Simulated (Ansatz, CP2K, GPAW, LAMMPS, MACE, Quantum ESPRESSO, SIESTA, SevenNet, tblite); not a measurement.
# Running 47In2O3-53ZnO (mol %) with crystalline order left by the classical run (65 atoms) with tblite

Wanted: tblite inputs and outputs for 47In2O3-53ZnO (mol %) with crystalline order left by the classical run (65 atoms), checked against a plane-wave reference.

Method: the method is named at each step, in tblite 0.8.0.

## (1) The structure

The cell holds 65 atoms: 18 In, 10 Zn and 37 O. Cell: a = 9.453 Å, b = 9.453 Å, c = 9.453 Å, α = 90.0°, β = 90.0°, γ = 90.0°. 65 atoms (18 Sc, 10 Zn, 37 O) placed at random at 4.13 g/cm³, melted at 5000 K for 10 ps at fixed volume with the Morse and Coulomb pair potential with partial charges (Pedone, Malavasi, Menziani, Cormack and Segre, J. Phys. Chem. B 110, 11780 (2006)). Quenched from 5000 K to 300 K at 10 K/ps and fixed volume, held 10 ps at zero pressure, then minimised at fixed cell. Then Sc was replaced by In and the cell scaled by 1.027 (the potential has no terms for the new elements, so the cell is a start for a DFT relaxation).

The yardstick, on the same geometry:

- method: Kohn-Sham DFT, PBE, PAW, plane waves (Ansatz 0.2.0); cutoff 420 eV, Γ point, fermi-dirac smearing of 0.05 eV; PAW set soft_2
- r.m.s. force component: 0.2911 eV/Å
- longest force: 1.111 eV/Å
- pressure: 2.139 GPa
- spacing of highest filled and lowest empty level: 0.3639 eV
- SCF cycles: 11
- time: 7.3 s on 8 threads of Arm Neoverse V2, shared host
- CPU time: 51 s

## (2) GFN2-xTB

Method: GFN2-xTB tight binding, diagonalisation.

File run.py:

```python
import numpy as np
from ase.io import read
from tblite.ase import TBLite

atoms = read("structure.xyz")
atoms.calc = TBLite(method="GFN2-xTB", electronic_temperature=580, accuracy=1.0, max_iterations=250, mixer_damping=0.4, verbosity=1)
energy = atoms.get_potential_energy()
forces = atoms.get_forces()
print(f"energy {energy:.6f} eV")
print("forces (eV/A)")
for i, (a, f) in enumerate(zip(atoms, forces)):
    print(f"{i:4d} {a.symbol:2s} {f[0]:10.5f} {f[1]:10.5f} {f[2]:10.5f}")
stress = -atoms.get_stress(voigt=False) * 160.21766
print("stress (GPa, compression positive)")
for row in stress:
    print(" ".join(f"{x:10.4f}" for x in row))
print("charges (e)")
print(np.array2string(atoms.get_charges(), precision=4, suppress_small=True, max_line_width=110, threshold=100000))
```

File structure.xyz:

```xyz
65
Lattice="9.45319 0.00000 0.00000 0.00000 9.45319 0.00000 0.00000 0.00000 9.45319" Properties=species:S:1:pos:R:3 pbc="T T T"
In 5.66331 0.61105 1.45967
In 7.21713 2.27784 8.54890
In 8.23987 1.98876 3.15566
In 1.02406 4.36454 9.25997
In 7.44250 8.44860 8.59626
In 8.87966 0.59177 6.30811
In 2.65417 0.83557 6.28268
In 7.35420 8.35237 3.58389
In 4.14711 5.63722 3.83601
In 5.76134 3.93101 1.52168
In 2.59055 2.37682 2.67591
In 1.14573 7.00812 7.22451
In 1.04146 0.78868 0.36839
In 8.91493 3.81758 6.15942
In 2.67639 7.02287 1.31210
In 0.91271 5.40647 3.70612
In 5.74537 7.12298 6.20517
In 1.28488 8.91247 3.59883
Zn 8.87361 6.81471 1.33696
Zn 7.29730 5.34890 8.46760
Zn 2.70730 3.91995 5.99597
Zn 3.57198 2.55274 8.97089
Zn 4.20308 5.45506 8.09032
Zn 4.17264 8.74259 8.44652
Zn 5.73790 3.64071 5.78762
Zn 4.84911 0.79029 4.92048
Zn 7.33482 5.36903 4.05873
Zn 5.72107 6.93401 1.07190
O 1.05517 5.53522 1.50060
O 8.94763 6.87880 8.58652
O 2.43694 7.00982 3.53237
O 8.78598 3.86210 3.99189
O 6.23211 0.69131 3.49343
O 4.36860 8.80120 6.33269
O 5.85814 6.98279 4.06118
O 7.42510 8.43329 6.44906
O 7.22696 2.28692 1.30709
O 0.91195 5.37962 5.93178
O 4.38023 2.28389 1.51932
O 2.74218 6.94838 8.59286
O 8.82777 0.65652 8.49936
O 5.76853 4.11649 3.69374
O 7.42057 2.25723 6.36030
O 7.18471 5.50015 1.16823
O 1.85717 2.72138 0.67099
O 8.71319 3.84820 8.31900
O 2.93181 0.75389 4.05873
O 4.31075 5.49911 6.00107
O 5.82827 6.92475 8.38432
O 5.66927 3.84688 8.73815
O 8.75129 6.78455 3.48861
O 5.94464 0.55348 8.79960
O 4.29033 5.58315 1.64051
O 2.60209 4.10127 3.87534
O 7.17412 5.21041 6.18087
O 4.30489 8.44085 1.15783
[... 5 atom lines left out ...]
O 4.15969 2.37606 6.04012
O 8.80404 0.21780 4.24486
O 1.17787 8.74798 6.11395
O 0.69765 1.41297 2.45272
```

Started as:

```bash
OMP_NUM_THREADS=1 python run.py > output.txt
```

What it wrote:

```text
------------------------------------------------------------
  cycle        total energy    energy error   density error
------------------------------------------------------------
      1     -165.1202833252  -1.6528744E+02   4.8682101E-01
      2     -178.8704127242  -1.3750129E+01   5.9906139E-01
      3     -179.8582210292  -9.8780830E-01   5.1666854E-01
      4     -179.6819519684   1.7626906E-01   4.4023013E-01
      5     -175.8402025294   3.8417494E+00   7.4397262E-01
      6     -174.9731874437   8.6701509E-01   6.5389410E-01
      7     -175.5775715069  -6.0438406E-01   5.0056212E-01
      8     -178.5355486062  -2.9579771E+00   3.3830995E-01
      9     -179.6775854553  -1.1420368E+00   1.4525967E-01
     10     -180.2113544633  -5.3376901E-01   1.2923931E-01
     11     -180.2982775285  -8.6923065E-02   1.0893939E-01
     12     -180.1138180716   1.8445946E-01   1.2543525E-01
     13     -180.1749039440  -6.1085872E-02   1.3187188E-01
     14     -180.1900610617  -1.5157118E-02   1.3389324E-01
     15     -180.0856625945   1.0439847E-01   1.3699377E-01
     16     -180.0424222070   4.3240388E-02   1.5223444E-01
     17     -180.0332379402   9.1842668E-03   1.5225406E-01
     18     -180.0318020471   1.4358930E-03   1.5229915E-01
     19     -180.0497903238  -1.7988277E-02   1.5003012E-01
     20     -180.0012055444   4.8584779E-02   1.5048485E-01
     21     -179.9731821066   2.8023438E-02   1.5058456E-01
     22     -180.0055748527  -3.2392746E-02   1.5207452E-01
     23     -179.9384353451   6.7139508E-02   1.5589034E-01
     24     -179.7991590441   1.3927630E-01   1.5839778E-01
[...]
85     -180.4242271102   7.5376221E-07   2.3271169E-04
     86     -180.4242287181  -1.6078460E-06   1.8286060E-04
     87     -180.4242304433  -1.7252186E-06   1.2282134E-04
     88     -180.4242303188   1.2444548E-07   1.1793226E-04
     89     -180.4242310766  -7.5778760E-07   7.6275008E-05
     90     -180.4242312430  -1.6641718E-07   5.8620174E-05
     91     -180.4242314465  -2.0341790E-07   3.7018490E-05
     92     -180.4242315124  -6.5995124E-08   1.7863538E-05
------------------------------------------------------------
 total:                                   6.339 sec
energy -4909.593412 eV
forces (eV/A)
   0 In   -0.13527    0.01675   -0.03069
   1 In    0.04716    0.02102   -0.21559
   2 In   -0.19951    0.41094   -0.01920
   3 In   -0.09963    0.08664   -0.04833
   4 In    0.11014   -0.31910   -0.04707
   5 In   -0.10450   -0.13575    0.13740
   6 In   -0.61428    0.12198    0.53644
   7 In   -0.24040   -0.38088   -0.00605
   8 In    0.33624   -0.10875    0.04300
   9 In    0.19695    0.05811    0.04682
  10 In    0.41508    0.23836    0.54272
  11 In   -0.15469    0.06422    0.38520
  12 In   -0.03250   -0.46850   -0.45644
  13 In   -0.00972    0.19418    0.08341
  14 In   -0.25256    0.06965   -0.25138
  15 In   -0.04474    0.16600    0.07932
  16 In    0.04006    0.20685    0.00026
  17 In    0.23932   -0.12698    0.13699
  18 Zn    0.31160    0.06310    0.09001
  19 Zn    0.15604    0.28808    0.05482
  20 Zn   -0.01668    0.07841   -0.03347
  21 Zn   -0.03344   -0.31263   -0.08149
  22 Zn   -0.18635    0.21239    0.14197
  23 Zn   -0.15589   -0.28637    0.10576
[...]
57 O    -0.08599    0.02640   -0.13797
  58 O     0.67259    0.27873   -0.08650
  59 O     0.03661   -0.34479    0.13628
  60 O     0.44946   -0.15146   -0.26692
  61 O     0.26192    0.33078    0.06218
  62 O     0.08100   -0.03937    0.11704
  63 O    -0.07917   -0.08448   -0.36676
  64 O     0.02035    0.01556   -0.04270
stress (GPa, compression positive)
   -8.5901     0.2103    -0.2791
    0.2103    -7.7592    -0.2416
   -0.2791    -0.2416    -8.5143
charges (e)
[ 0.4751  0.4037  0.5987  0.5731  0.3443  0.414   0.4377  0.4697  0.4422  0.4452  0.6418  0.5094  0.6157
  0.3602  0.4759  0.501   0.3676  0.6101  0.4002  0.3876  0.3945  0.4035  0.3992  0.393   0.3949  0.422
  0.3981  0.3922 -0.3189 -0.3688 -0.2999 -0.3081 -0.303  -0.343  -0.3434 -0.3868 -0.2991 -0.3356 -0.308
 -0.3627 -0.2828 -0.3797 -0.3588 -0.4161 -0.2957 -0.3025 -0.2892 -0.3693 -0.3852 -0.4256 -0.3557 -0.3671
 -0.3705 -0.3104 -0.3964 -0.3758 -0.3271 -0.4392 -0.3178 -0.3717 -0.3532 -0.3834 -0.2668 -0.2822 -0.271 ]
```

The job ended after 6.9 s (1 thread of Arm Neoverse V2, shared host; peak memory 0.11 GiB).

Banners, paths, timers and routine set-up lines are dropped from the logs unmarked, and long logs keep their key lines alone; longer cuts are marked.

Compared with the plane-wave run:

```
r.m.s. force component                  : 0.2291 eV/Å
r.m.s. difference of force components   : 199 meV/Å
longest difference of force vectors     : 565.9 meV/Å
force difference over r.m.s. force      : 68.35 %
slope of forces against the reference's : 0.5761
correlation of force components         : 0.732
pressure                                : -8.288 GPa
pressure difference                     : -10.43 GPa
```

Length of the force difference by element (eV/Å):

```
element  atoms  mean  most
     In     18  0.31  0.52
      O     37  0.32  0.56
     Zn     10  0.36  0.57
```

The surroundings of In7, which bears the longest force, nearest first, numbered as they follow in the input and with coordinates relative to it.

```
atom      x      y      z  distance (Å)  bonds  Mulliken charge (e)     Fx     Fy  Fz (eV/Å)
 In7   0.00   0.00   0.00          0.00      6                 0.44  -0.61   0.12       0.54
 O64  -1.48  -1.54  -0.17          2.14      4                -0.28  -0.08  -0.08      -0.37
 O59   0.04  -0.13   2.14          2.14      4                -0.32   0.67   0.28      -0.09
 O62   1.51   1.54  -0.24          2.17      4                -0.38   0.26   0.33       0.06
 O58  -1.71   1.38  -0.12          2.20      4                -0.44  -0.09   0.03      -0.14
 O47   0.28  -0.08  -2.22          2.24      4                -0.29   0.16   0.06       0.37
 O34   1.71  -1.49   0.05          2.27      4                -0.34   0.18   0.14       0.16
Zn26   2.19  -0.05  -1.36          2.58      4                 0.42   0.37  -0.13      -0.45
Zn24   1.52  -1.55   2.16          3.06      6                 0.39  -0.16  -0.29       0.11
Zn21   0.05   3.08  -0.29          3.10      6                 0.39  -0.02   0.08      -0.03
```

Atoms are counted from 1 here, from 0 in the log.

Forces lie 68 % from the reference's, at 0.13 times its CPU time (on 1 against 8 cores); the SCF took 92 steps, which the time reflects.

Left out of this page: tblite GFN1-xTB (killed or ended with an error).

## (3) Outcome

- force difference from the reference: tblite GFN2-xTB, 68 %
- its CPU time: 6.9 s

**Reading.** Tight binding differs by 68 % (tblite GFN2-xTB); it is another model, with fitted parameters of its own, and the xTB methods hold dispersion. tblite GFN2-xTB needed 92 SCF steps, so its time overstates the method's usual cost. One electronic-structure run takes under half the reference's CPU time: tblite GFN2-xTB, at 68 % in 6.9 s against 51 s, too far off to be of use; its pressure misses by -10.4 GPa. Periodic xTB results under one method name differ between programs and library versions. The quench rate of 10 K/ps is many orders above laboratory rates, so the cell is likely richer in defects and strain than a real sample. The network of bonds at the start is that of the classical potential that made the cell, and needn't be the one that DFT or experiment would give. The reference's pressure of 2.1 GPa belongs to a cell and atoms that aren't relaxed at this level. The electronic-structure runs sample only Γ, in a cell whose shortest periodic width is 9 Å.

[Also dropped from logs without a mark: logging warnings of Python, and SIESTA's first energy breakdown and zero terms.]

[Logs are printed without paths, hosts, clocks, repeated set-up lines and the standing remarks that a program may print on its own settings, such as how far it seeks lower states.]

[Hosts, paths, dates, database ids (printed as entryN), source tags and the programs' standing remarks are cut or masked in the printed files.]
